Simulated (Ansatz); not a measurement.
# How many bands does the GW gap of SiBPC (zincblende [110] superlattice) (Pmn2_1) need?

How do accuracy and time trade against each other in G0W0 on SiBPC (zincblende [110] superlattice) (Pmn2_1)?

Main program and level: Ansatz 0.2.0; G0W0 on PBEsol, plane waves, PAW; PAW set soft_1.

The structure was built from a prototype and need not be the compound's stable phase.

## (1) Set-up

The structure is orthorhombic, space group Pmn2_1 (No. 31). The conventional cell has a = 3.146 Å, b = 6.329 Å, c = 4.464 Å, α = 90.00°, β = 90.00°, γ = 90.00°. B has 1 C at 1.65 Å and 3 P at 1.96 to 1.98 Å nearest. Nearest to P lie 3 B at 1.96 to 1.98 Å and 1 Si at 2.27 Å. Nearest to Si lie 3 C at 1.89 to 1.90 Å and 1 P at 2.27 Å. Nearest to C lie 1 B at 1.65 Å and 3 Si at 1.89 to 1.90 Å. It derives from BP. Farther neighbours are not listed.

The structure was relaxed with PBEsol. The runs that relaxed it are not among those shown.

## (2) 43 empty bands, screening to 36 eV

Now the one-shot GW correction: screening in the RPA, then the self-energy of the levels asked for. This step takes PAW set soft_1 files.

input.yaml

```yaml
crystal:
  lattice:
    - [3.14558516, 0.0, 0.0]
    - [0.0, 4.4642341616, -3.215e-07]
    - [0.0, -4.549e-07, 6.3290139136]
  atoms:
    - { symbol: B, position: [0.0, -0.0372303766, 0.1066363553] }
    - { symbol: P, position: [0.5, 0.220635989, 0.1416785451] }
    - { symbol: B, position: [0.5, 0.4627694246, 0.4034763715] }
    - { symbol: P, position: [0.0, 0.7206358291, 0.3684342424] }
    - { symbol: Si, position: [0.0, 0.0396981793, 0.6470593502] }
    - { symbol: C, position: [0.5, 0.2768961569, 0.6285279624] }
    - { symbol: Si, position: [0.5, 0.5396982904, 0.8630534045] }
    - { symbol: C, position: [0.0, 0.7768965074, 0.8815848335] }
kpoints:
  mp_grid: { grid: [4, 4, 2] }
hamiltonian:
  xc: pbesol
  pseudopotentials: { kind: paw, azcp: { folder: soft_1 }, xc_functional: pbe }
scf:
  occupations: { method: fixed }
gw:
  n_empty_bands: 43
  ecut_chi: 36
  qp_bands: [v2, c2]
  qp_kpoints: band_edges
  screening: { model: contour_deformation }
```

On the command line:

```bash
$ ansatz run input.yaml --threads 4 --pin off --max-ram 17510MiB --backend cpu --events-out ev --progress --plain --runs-dir out
```

Numbers of over 12 decimals in the logs are rounded to 6 here.

Log:

```text
Warning: the atoms were moved onto the symmetric positions of the space group found under crystal.symmetry.tolerance 1.0e-5 (fractional; no operation is sought that the atoms, as they stand in a round, miss by more than twice it, and no atom is moved by as much as it), and the run uses the moved positions. Before a round's move an operation carried an atom to 1.58e-6 Å from where it should land, the largest such dist [...]
Engine: ansatz 0.2.0, aarch64-unknown-linux-gnu
Pseudopotentials: kind: paw
Pseudopotential: B, paw, valence charge 3, recommended cutoff 420 eV (normal), soft_1/B.paw.azcp
Pseudopotential: P, paw, valence charge 5, recommended cutoff 420 eV (normal), soft_1/P.paw.azcp
Pseudopotential: Si, paw, valence charge 4, recommended cutoff 420 eV (normal), soft_1/Si.paw.azcp
Pseudopotential: C, paw, valence charge 4, recommended cutoff 420 eV (normal), soft_1/C.paw.azcp
Functional definition: PBEsol
  exchange = pbesol_x
  correlation = pbesol_c
Crystal: 8 atoms, lattice volume = 88.876 Å³
Basis set: ecut = 420 eV, 1717 PW (Γ)
Bands: 24, of which v1, the nominal top of the filled ones, is band 16 counted from 1 (15 counted from 0)
Symmetry: 4 space group operations
Space group: Pmn21 (ITA 31), of the structure as read, at distance tolerance 4.5e-5 Å
k-points: 18 of 32 (time reversal used)
Non-local potential: B, projectors of the file, l = 0: 2, l = 1: 2, l = 2: 1
Non-local potential: P, projectors of the file, l = 0: 2, l = 1: 2, l = 2: 1
Non-local potential: Si, projectors of the file, l = 0: 2, l = 1: 2, l = 2: 1
Non-local potential: C, projectors of the file, l = 0: 2, l = 1: 2, l = 2: 1
PAW form: soft (Blöchl's): semilocal exchange-correlation on the pseudo side does not see the compensation charge
PAW frozen core: B, regenerated for the run's functional, and the local potential with it (the file was generated under x = pbe(κ = 0.804, μ = 0.219515), c = pbe(β = 0.066725))
PAW frozen core: P, regenerated for the run's functional, and the local potential with it (the file was generated under x = pbe(κ = 0.804, μ = 0.219515), c = pbe(β = 0.066725))
PAW frozen core: Si, regenerated for the run's functional, and the local potential with it (the file was generated under x = pbe(κ = 0.804, μ = 0.219515), c = pbe(β = 0.066725))
PAW frozen core: C, regenerated for the run's functional, and the local potential with it (the file was generated under x = pbe(κ = 0.804, μ = 0.219515), c = pbe(β = 0.066725))
PAW one-centre angular grid: B, 110 points (default); XC on 64 Gauss nodes
PAW one-centre angular grid: P, 110 points (default); XC on 64 Gauss nodes
PAW one-centre angular grid: Si, 110 points (default); XC on 64 Gauss nodes
PAW one-centre angular grid: C, 110 points (default); XC on 64 Gauss nodes
Initial density: superposition of atomic densities (chi_scale 0.1, normalization cell, long waves kept (reshape's long-wave potential 0.06 eV rms))
Initial wavefunctions: pseudopotential atomic-orbital guess
Functional: x = pbesol(κ = 0.804, μ = 0.123457), c = pbesol(β = 0.046)
SCF iter   1: F=—  HF=-3527.395304 eV  |F-HF|=—  |Δ(HF+E_count)|=         —  Δρ=1.03e-1  dr2=1.21e1  ethr=3.10e-3  ⟨swp⟩=5.1  Hψ=2066  notcnv=0  defer=82
preconditioner: auto → none  [insulator: Δε(μ)=1.663 eV  Ē_g=11.557 eV  n_scr=16 (ndim 8)  ℏωp=22.3 eV  f_vac=0.000  ε∞_Penn≈4.7]
SCF iter   2: F=—  HF=-3524.088392 eV  |F-HF|=—  |Δ(HF+E_count)|=    3.31e0  Δρ=4.32e-2  dr2=1.65e0  ethr=3.10e-3  ⟨swp⟩=4.3  Hψ=1162  notcnv=0  defer=106
SCF iter   3: F=—  HF=-3523.655938 eV  |F-HF|=—  |Δ(HF+E_count)|=   4.32e-1  Δρ=1.75e-2  dr2=2.29e-1  ethr=3.10e-3  ⟨swp⟩=3.1  Hψ=821  notcnv=0  defer=105
SCF iter   4: F=—  HF=-3523.643280 eV  |F-HF|=—  |Δ(HF+E_count)|=   1.27e-2  Δρ=7.69e-3  dr2=1.62e-1  ethr=7.14e-4  ⟨swp⟩=3.3  Hψ=705  notcnv=0  defer=108
SCF iter   5: F=—  HF=-3523.605384 eV  |F-HF|=—  |Δ(HF+E_count)|=   3.79e-2  Δρ=2.03e-3  dr2=2.01e-3  ethr=5.07e-4  ⟨swp⟩=2.8  Hψ=653  notcnv=0  defer=108
SCF iter   6: F=—  HF=-3523.605382 eV  |F-HF|=—  |Δ(HF+E_count)|=   2.20e-6  Δρ=3.85e-4  dr2=6.67e-5  ethr=6.27e-6  ⟨swp⟩=2.5  Hψ=652  notcnv=0  defer=108
SCF iter   7: F=—  HF=-3523.605393 eV  |F-HF|=—  |Δ(HF+E_count)|=   1.11e-5  Δρ=7.36e-5  dr2=3.64e-6  ethr=2.08e-7  ⟨swp⟩=2.6  Hψ=717  notcnv=0  defer=108
SCF iter   8: F=—  HF=-3523.605394 eV  |F-HF|=—  |Δ(HF+E_count)|=   3.33e-7  Δρ=1.87e-5  dr2=2.00e-7  ethr=1.14e-8  ⟨swp⟩=2.1  Hψ=638  notcnv=0  defer=108
SCF iter   9: F=-3523.605394 eV  HF=-3523.605394 eV  |F-HF|=1.01e-8  |Δ(HF+E_count)|=   2.76e-8  Δρ=6.62e-6  dr2=1.33e-8  ethr=3.13e-10  ⟨swp⟩=12.1  Hψ=2421  notcnv=0
SCF 1 converged in 9 iterations: F = -3523.605394 eV  dr2 = 1.33e-8
  greatest PAW one-centre occupation: 0.766 electrons in one spin orbital (limit 2), on the P atom at site 1 (counted from 0), in its partial waves of l = 0
NSCF: frozen V_eff on 18 k-points
G₀W₀ screening: q 1/18
[... further progress lines ...]
SCF converged after 9 iterations
Free energy (F): -3523.605394 eV
Harris-Foulkes:  -3523.605394 eV  (|F-HF|=1.01e-8)
Internal energy: -3523.605394 eV  (E = F + TS)
E sigma→0 (E₀):  -3523.605394 eV
Fermi energy:    9.802477 eV
--- Per-component energies (eV) ---
  E_band       = 97.934508
  E_kinetic    = 504.780017
  E_local      = -326.639503  (includes V_loc(G=0)·N_el)
  E_nonlocal   = 171.457254
  E_hartree    = 102.806059
  E_xc         = -420.696824
  E_vxc        = -418.126588  (∫ρ·V_xc dr)
  E_paw        = -2424.037015  (= ΣΔE_a)
  E_vpaw       = -39.148100  (= ΣTr[D̂ρ^β])
  E_aug_tail   = 0.000117  (compensation charges beyond the density's cutoff)
  E_ewald      = -1131.502435
  E_core_change = 0.226936  (= ΣΔE_core)
  E_smearing   = -0.000000  (= −TS)
  E_closure    = -0.000000  (closes the sum)
  Σ components = -3523.605394   (vs F -3523.605394, Δ=0.00e0)
--- Band table (eV; the first three rows and the last of 18) ---
  k-point 0: bands = [... 12 lower, 7.9228, 9.1400, 9.5433, 9.8025, 10.5512, 11.6330, 13.4313, 13.8122, ... 4 higher]
  k-point 1: bands = [... 12 lower, 7.2870, 8.0783, 8.7183, 9.7097, 11.6364, 11.9547, 14.2428, 14.2487, ... 4 higher]
  k-point 2: bands = [... 12 lower, 8.0541, 8.3170, 8.4510, 9.0859, 10.9679, 12.2789, 12.9627, 14.1631, ... 4 higher]
  k-point 17: bands = [... 12 lower, 6.5070, 6.5070, 6.8205, 6.8205, 13.3710, 13.3710, 14.1030, 14.1030, ... 4 higher]
--- G₀W₀: contour deformation, 6 samples at zero and on the imaginary axis and 1 off it, 32 q-points, 43 empty bands' worth ---
  eigenvalues of the whole cell's RPA ε∞ on this k-mesh (on a slab, of 1 + 4πα/V) = 9.2575, 10.1149, 11.0633; static W/v taken at q = 0 is 0.096733
  bands read: the sum over 59 bands ends inside a degenerate multiplet in 10 slots, whose members it reads at an even weight; the widest, k=4: bands 59 to 60 (counted from 1) at 1/2 each
  gw.qp_kpoints: band_edges: 7 of 18 stored k-points solved, in 1 pass; an edge of the gap read off the rows below is read off those points alone
    valence top: of the k-points left out ik 3 came nearest to being solved in a further pass, in band 16 (counted from 1, as in the quasiparticle table): it holds the edge there only if its correction is more favourable than any solved in that band by at least 0.705 eV; those differ by 0.319 eV
    conduction bottom: of the k-points left out ik 2 came nearest to being solved in a further pass, in band 17 (counted from 1, as in the quasiparticle table): it holds the edge there only if its correction is more favourable than any solved in that band by at least 0.545 eV; those differ by 0.292 eV
    ik  band        ε_KS         Σx   Σc(E_QP)       V_xc       Z   E_QP_lin       E_QP  E_QP is
     0    15      9.5433   -17.2972     2.4760   -15.3760  0.8029    10.0963    10.0982  root
     0    16      9.8025   -17.1367     2.4448   -15.2315  0.8030    10.3404    10.3422  root
     0    17     10.5512    -7.1672    -3.6139   -11.7273  0.8146    11.5040    11.4973  root
     0    18     11.6330    -7.3078    -3.7379   -12.1015  0.8124    12.6976    12.6888  root
     1    15      8.7183   -18.0132     2.9890   -15.5137  0.7958     9.2060     9.2078  root
     1    16      9.7097   -16.9770     2.4102   -15.0876  0.8020    10.2288    10.2305  root
     1    17     11.6364    -7.1089    -3.8547   -11.9954  0.8128    12.6774    12.6682  root
     1    18     11.9547    -7.2164    -3.7828   -12.0734  0.8121    13.0393    13.0289  root
     4    15      8.3799   -17.4263     2.8748   -14.9110  0.7929     8.7383     8.7393  root
     4    16      8.3799   -17.4263     2.8748   -14.9110  0.7929     8.7383     8.7393  root
     4    17     11.9415    -7.7185    -3.7923   -12.5999  0.8084    13.0412    13.0305  root
     4    18     11.9415    -7.7185    -3.7923   -12.5999  0.8084    13.0412    13.0305  root
     8    15      8.4969   -17.3668     2.7678   -14.9769  0.7958     8.8737     8.8748  root
     8    16      8.6669   -17.3026     2.6557   -15.0946  0.7980     9.1133     9.1147  root
     8    17     11.9671    -7.3407    -3.7061   -12.1298  0.8116    13.0601    13.0501  root
     8    18     12.0376    -7.2706    -3.7361   -12.0608  0.8112    13.1010    13.0916  root
    12    15      7.8129   -17.4768     2.9796   -14.7909  0.7903     8.1057     8.1066  root
    12    16      7.8129   -17.4768     2.9796   -14.7909  0.7903     8.1057     8.1066  root
    12    17     10.4228    -7.2383    -3.4723   -11.6286  0.8169    11.3465    11.3407  root
    12    18     10.4228    -7.2383    -3.4723   -11.6286  0.8169    11.3465    11.3407  root
    15    15      6.7526   -17.2357     3.1206   -14.3361  0.7821     6.9731     6.9736  root
    15    16      6.7526   -17.2357     3.1206   -14.3361  0.7821     6.9731     6.9736  root
    15    17     11.5939    -7.3623    -3.6605   -12.0527  0.8118    12.6325    12.6239  root
    15    18     11.5939    -7.3623    -3.6605   -12.0527  0.8118    12.6325    12.6239  root
    16    15      8.0868   -17.6496     2.9098   -15.1269  0.7932     8.4725     8.4738  root
    16    16      8.0868   -17.6496     2.9098   -15.1269  0.7932     8.4725     8.4738  root
    16    17     13.1136    -8.4568    -3.9282   -13.5946  0.8034    14.3382    14.3233  root
    16    18     13.1136    -8.4568    -3.9282   -13.5946  0.8034    14.3382    14.3233  root
```

Wall time 9.9 s (4 threads of Arm Neoverse V1, shared host); peak memory 0.4 GiB.

This step gave:

```
bands summed                                 : 59
RPA ε∞ on this mesh (eigenvalues)            : 9.258, 10.11, 11.06
plane waves in the screening matrix          : 45
q-points in the mesh                         : 32
G0W0 gap on the mesh                         : 0.9985 eV
k of the valence top                         : 0, 0, 0
k of the conduction bottom                   : -0.5, 0, 0
starting gap on the mesh                     : 0.6203 eV
Z at the valence top                         : 0.8030
Z at the conduction bottom                   : 0.8169
least direct G0W0 gap on the computed points : 1.155 eV
```

The gap on the mesh goes from 0.62 eV to 1.00 eV, a correction of +0.38 eV. Between the two edge states, bare exchange in place of the xc potential would open the gap by 6.30 eV, and correlation takes back 5.92 eV.

## (3) 172 empty bands, screening to 90 eV

Bands and screening cutoff are moved together, since each hides the error of the other.

input.yaml: that of step 2 with these lines changed.

```diff
@@ -22,4 +22,4 @@
 gw:
-  n_empty_bands: 43
-  ecut_chi: 36
+  n_empty_bands: 172
+  ecut_chi: 90.0
   qp_bands: [v2, c2]
```

Log:

```text
[...]
Crystal: 8 atoms, lattice volume = 88.876 Å³
Basis set: ecut = 420 eV, 1717 PW (Γ)
Bands: 24, of which v1, the nominal top of the filled ones, is band 16 counted from 1 (15 counted from 0)
[... 1 set-up line as in the run before ...]
[...]
k-points: 18 of 32 (time reversal used)
[...]
SCF iter   1: F=—  HF=-3527.395304 eV  |F-HF|=—  |Δ(HF+E_count)|=         —  Δρ=1.03e-1  dr2=1.21e1  ethr=3.10e-3  ⟨swp⟩=5.1  Hψ=2066  notcnv=0  defer=82
[...]
SCF iter   9: F=-3523.605394 eV  HF=-3523.605394 eV  |F-HF|=1.01e-8  |Δ(HF+E_count)|=   2.76e-8  Δρ=6.62e-6  dr2=1.33e-8  ethr=3.13e-10  ⟨swp⟩=12.1  Hψ=2421  notcnv=0
SCF 1 converged in 9 iterations: F = -3523.605394 eV  dr2 = 1.33e-8
[...]
NSCF: frozen V_eff on 18 k-points
G₀W₀ screening: q 1/18
[... further progress lines ...]
SCF converged after 9 iterations
Free energy (F): -3523.605394 eV
[...]
Internal energy: -3523.605394 eV  (E = F + TS)
E sigma→0 (E₀):  -3523.605394 eV
Fermi energy:    9.802477 eV
[...]
--- Band table (eV; the first three rows and the last of 18) ---
  k-point 0: bands = [... 12 lower, 7.9228, 9.1400, 9.5433, 9.8025, 10.5512, 11.6330, 13.4313, 13.8122, ... 4 higher]
  k-point 1: bands = [... 12 lower, 7.2870, 8.0783, 8.7183, 9.7097, 11.6364, 11.9547, 14.2428, 14.2487, ... 4 higher]
  k-point 2: bands = [... 12 lower, 8.0541, 8.3170, 8.4510, 9.0859, 10.9679, 12.2789, 12.9627, 14.1631, ... 4 higher]
  k-point 17: bands = [... 12 lower, 6.5070, 6.5070, 6.8205, 6.8205, 13.3710, 13.3710, 14.1030, 14.1030, ... 4 higher]
[...]
0    15      9.5433   -17.2972     1.7038   -15.3760  0.7893     9.3256     9.3259  root
     0    16      9.8025   -17.1367     1.6641   -15.2315  0.7894     9.5611     9.5615  root
     0    17     10.5512    -7.1672    -4.1305   -11.7273  0.8062    10.9821    10.9808  root
     0    18     11.6330    -7.3078    -4.3234   -12.1015  0.8030    12.1049    12.1033  root
     1    15      8.7183   -18.0132     2.2449   -15.5137  0.7830     8.4632     8.4638  root
     1    16      9.7097   -16.9770     1.6324   -15.0876  0.7887     9.4523     9.4527  root
     1    17     11.6364    -7.1089    -4.4062   -11.9954  0.8039    12.1186    12.1168  root
     1    18     11.9547    -7.2164    -4.3811   -12.0734  0.8020    12.4324    12.4306  root
[...]
16    15      8.0868   -17.6496     2.2074   -15.1269  0.7813     7.7706     7.7714  root
    16    16      8.0868   -17.6496     2.2074   -15.1269  0.7813     7.7706     7.7714  root
    16    17     13.1136    -8.4568    -4.5654   -13.5946  0.7913    13.6892    13.6860  root
    16    18     13.1136    -8.4568    -4.5654   -13.5946  0.7913    13.6892    13.6860  root
```

Wall time 38 s (4 threads); peak memory 0.82 GiB; 2.4 min of CPU time.

This step gave:

```yaml
bands_summed: 188
rpa_eps_infinity_on_this_mesh_eigenvalues: 9.007, 9.814, 10.76
plane_waves_in_the_screening_matrix: 175
q_points_in_the_mesh: 32
g0w0_gap_on_the_mesh: 1.269 eV
k_of_the_valence_top: 0, 0, 0
k_of_the_conduction_bottom: -0.5, 0, 0
starting_gap_on_the_mesh: 0.6203 eV
z_at_the_valence_top: 0.7894
z_at_the_conduction_bottom: 0.8086
least_direct_g0w0_gap_on_the_computed_points: 1.419 eV
```

Against the run with 4×4×2 mesh, 43 empty bands, screening to 36 eV, PAW set soft_1 files, the gap moves by +0.27 eV.

## (4) Convergence and cost

Times are wall times on 4 threads of Arm Neoverse V1, shared host, good to a factor of about two.

| mesh | files | frequency | bands summed | cutoff (eV) | start (eV) | G0W0 (eV) | time | host memory (GiB) |
| --- | --- | --- | --- | --- | --- | --- | --- | --- |
| 4×4×2 | PAW set soft_1 | contour deformation | 59 | 36 | 0.620 | 0.999 | 9.9 s | 0.40 |
| 4×4×2 | PAW set soft_1 | contour deformation | 188 | 90 | 0.620 | 1.269 | 38 s | 0.82 |

How the two edges are built up, in eV (the quasiparticle level is the starting level plus Σx plus Σc less Vxc):

```
      run               edge  start      Σx     Σc     Vxc     Z     QP
 59 bands        valence top   9.80  -17.14   2.44  -15.23  0.80  10.34
 59 bands  conduction bottom  10.42   -7.24  -3.47  -11.63  0.82  11.34
188 bands        valence top   9.80  -17.14   1.66  -15.23  0.79   9.56
188 bands  conduction bottom  10.42   -7.24  -3.98  -11.63  0.81  10.83
```

## (5) Summary of results

```yaml
59_bands_36_ev: 0.999 eV
188_bands_90_ev: 1.269 eV
estimated_limit_in_bands_and_cutoff: 1.39 eV
mesh_and_start: 4×4×2, PBEsol
```

A line in one over the bands through the two rungs gives 1.39 eV, +0.12 eV from the top rung; with two points alone it is an unchecked estimate. The rungs stand 0.39 eV (59 bands) and 0.12 eV (188 bands) from it. From 59 to 188 bands the gap moves by +0.27 eV while the time grows 3.9-fold. Σc changes by −0.78 eV at the valence top and −0.51 eV at the conduction bottom, so the levels themselves move more than the gap between them. The 4×4×2 mesh is coarse for this cell (its supercell is 13 Å along the shortest edge). The RPA ε∞ on it, from the PBEsol start, is 9.01, 9.81 and 10.76; such meshes misread the long-range screening, most where the gap is narrow.

[Paths, hosts, dates, memory and timing lines, banners, echoed tables and standing remarks are left out of the program output.]

[Logs are printed without paths, hosts, clocks, repeated set-up lines and the standing remarks that a program may print on its own settings, such as how far it seeks lower states.]

[Runs of the session that timed out or met a known fault of the program may be left out.]

[Cells called generated may have been cut or substituted from an entry of the Crystallography Open Database or the Materials Project.]

[Hosts, paths, dates, database ids (printed as entryN), source tags and the programs' standing remarks are cut or masked in the printed files.]
